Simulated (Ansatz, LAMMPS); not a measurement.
# Squeezing and shearing glassy 63SiO2-14B2O3-11Na2O-11CaO (mol %) (111 atoms): runs compared

How stiff is glassy 63SiO2-14B2O3-11Na2O-11CaO (mol %) (111 atoms), and how do its levels respond to strain?

Computed with Ansatz 0.2.0: Kohn-Sham DFT, PBE, PAW (set soft_2), plane waves.

## Step 1: The cell as built

The cell holds 111 atoms: 22 Si, 10 B, 8 Na, 4 Ca and 67 O. Cell: a = 11.269 Å, b = 11.269 Å, c = 11.269 Å, α = 90.0°, β = 90.0°, γ = 90.0°. 111 atoms (22 Si, 10 B, 8 Na, 4 Ca, 67 O) placed at random at 2.33 g/cm³, melted at 3000 K for 20 ps at fixed volume with the Buckingham and Coulomb pair potential of Guillot and Sator (Geochim. Cosmochim. Acta 71, 1249 (2007)) with the boron terms of Wang et al. (J. Non-Cryst. Solids 498, 294 (2018)). Quenched from 3000 K to 300 K at 300 K/ps and fixed volume, held 10 ps at zero pressure.

Limits known from the start: The quench rate of 300 K/ps is orders of magnitude faster than experiment, which tends to freeze in extra defects. The network of bonds at the start is that of the classical potential that made the cell, and needn't be the one that DFT or experiment would give. Sampling is at Γ alone.

## Step 2: The reference run

The reference is a single point at the end of the relaxation.

Every strained cell starts from the geometry of this run, and its atoms are relaxed with the cell held.

Its input, with most atom lines left out:

```yaml
crystal:
  lattice:
    - [11.34038, -0.04131, 0.09583]
    - [-0.04131, 11.28318, 0.16098]
    - [0.09583, 0.16098, 11.32774]
  atoms:
    - { symbol: Si, position: [0.05873, 0.02028, 0.22211] }
    - { symbol: Si, position: [0.42169, 0.8469, 0.33781] }
    - { symbol: Si, position: [0.62878, 0.83689, 0.17735] }
    - { symbol: Si, position: [0.05041, 0.41338, 0.25439] }
    - { symbol: Si, position: [0.77137, 0.25357, 0.93947] }
    - { symbol: Si, position: [0.66852, 0.59873, 0.32697] }
    - { symbol: Si, position: [0.81055, 0.38247, 0.39614] }
    [... atom lines 8 to 111 left out ...]
kpoints:
  mp_grid: { grid: [1, 1, 1] }
hamiltonian:
  xc: pbe
scf:
  occupations: { method: fixed }
output:
  forces: true
  stress: true
  populations: true
  dos:
    method: { smearing: { sigma: 0.15 } }
    de: 0.1
    projected: { site_lists: { B: [B], Ca: [Ca], Na: [Na], O: [O], Si: [Si] } }
  eigenvalues: true
  write_density: true
  write_potential: true
  volumetric_format: npy
  elf: true
```

- free energy per atom: -656.2288 eV/atom
- r.m.s. force component: 0.00823 eV/Å
- pressure: -0.01558 GPa

Filled and empty levels are parted by 3.53 eV (at Γ alone); a semilocal functional tends to put such gaps too low. In a disordered cell it changes from sample to sample, and tail or defect levels can set it.

## Step 3: The runs

Each row is one run, on 4 threads of Intel Xeon Platinum 8375C at 2.90GHz (Ice Lake), shared host. The free energy is the program's total, comparable only between runs with the same functional, potentials and atoms.

| run | atoms | outcome | ionic steps, all passes | free energy (eV) | time | host memory (GiB) |
| --- | --- | --- | --- | --- | --- | --- |
| Single point at the start | 111 | converged | - | -72831.383 | 11 s | 1.9 |
| Cell and atoms relaxed | 111 | converged | 25 | -72841.397 | 3.9 min | 1.9 |
| Single point at the relaxed geometry | 111 | converged | - | -72841.397 | 31 s | 2.1 |
| Volume -3 % | 111 | converged | 11 | -72841.209 | 2.4 min | 2.1 |
| Volume +3 % | 111 | converged | 8 | -72841.224 | 1.7 min | 2.2 |
| Volume -6 % | 111 | converged | 16 | -72840.715 | 4.2 min | 2.0 |
| Volume +6 % | 111 | converged | 9 | -72840.696 | 2.2 min | 2.2 |
| Volume -10 % | 111 | converged | 19 | -72839.303 | 3.5 min | 1.9 |
| Stretched by 1 % along x | 111 | converged | 6 | -72841.368 | 84 s | 2.1 |
| Compressed by 1 % along x | 111 | converged | 5 | -72841.367 | 68 s | 2.1 |
| Sheared by 2 % in xy | 111 | converged | 5 | -72841.340 | 97 s | 2.1 |

In some runs the program notes that the exchange-correlation potential is rough where the density is thin and the SCF threshold is loose for the stress.

## Step 4: Pressure against volume

Atoms are relaxed at each volume, in the scaled cell.

| volume change (%) | volume (Å³/atom) | energy change (meV/atom) | pressure (GPa) | largest move on relaxing (Å) | bonds | gap (eV) |
| --- | --- | --- | --- | --- | --- | --- |
| -10 | 11.749 | 18.87 | 5.16 | 0.78 | 198 | 3.93 |
| -6 | 12.271 | 6.15 | 2.82 | 0.52 | 194 | 3.81 |
| -3 | 12.663 | 1.70 | 1.42 | 0.22 | 194 | 3.68 |
| +0 | 13.054 | 0.00 | -0.02 | - | 190 | 3.53 |
| +3 | 13.446 | 1.57 | -1.32 | 0.16 | 190 | 3.40 |
| +6 | 13.838 | 6.31 | -2.58 | 0.29 | 190 | 3.28 |

## Step 5: Uniaxial strain and shear

Stress (GPa, compression positive) less that of the relaxed cell, atoms relaxed:

| strain | xx | yy | zz | xy | energy change (meV/atom) |
| --- | --- | --- | --- | --- | --- |
| stretched by 1 % along x | -0.690 | -0.174 | -0.204 | -0.087 | 0.26 |
| compressed by 1 % along x | 0.805 | 0.253 | 0.318 | 0.024 | 0.27 |
| sheared by 2 % in xy | -0.073 | -0.149 | 0.026 | -0.601 | 0.52 |

## Step 6: What came out

The bulk modulus, from the slope of pressure against ln V over the three points nearest the relaxed volume, is 45.8 GPa; between neighbouring points the slope runs 54, 45, 47, 44 and 44 GPa from the smallest volume up, without a steady fall, so no pressure derivative is given. The count of bonds runs from 190 to 198 over the series, so at some points contacts cross the cutoffs. At -10 % and -6 % some atom moved by over 0.5 Å on relaxing, so those points may sit in another local minimum. The gap goes from 3.93 eV at the smallest volume to 3.28 eV at the largest, -4.1 eV per unit of ln V by a straight line, on the run's k-points. In the Cartesian axes of the cell, finite differences give C11 = 74.8, C12 = 21.3, C13 = 26.1 and C66 = 30.0 GPa (the shear of 2 % is the engineering strain, εxy = 0.01). The mean of C11, C12 and C13, which equals the bulk modulus in a cubic or isotropic solid, is 40.7 GPa: it lies 11 % under the bulk modulus from the volumes. For an isotropic solid C66 would equal (C11 − C12)/2 = 26.7 GPa; so small a sample needn't be isotropic, and C66 rests on one shear. With the bulk modulus and C66 as K and G, Young's modulus would be about 74 GPa and Poisson's ratio 0.23.

**Limits.** Strains are finite and relaxations stop at the force tolerance of the input, which can leave moduli too stiff; they are those of a static cell at zero temperature. Volumes are changed with the cell's shape held, so in an anisotropic solid the modulus lies over the one under free hydrostatic load. The program notes that the SCF threshold of the relaxations is loose for the stress.

The DFT runs together took 23 min of wall time.

[Logs are printed without paths, hosts, clocks, repeated set-up lines and the standing remarks that a program may print on its own settings, such as how far it seeks lower states.]

[Hosts, paths, dates, database ids (printed as entryN), source tags and the programs' standing remarks are cut or masked in the printed files.]
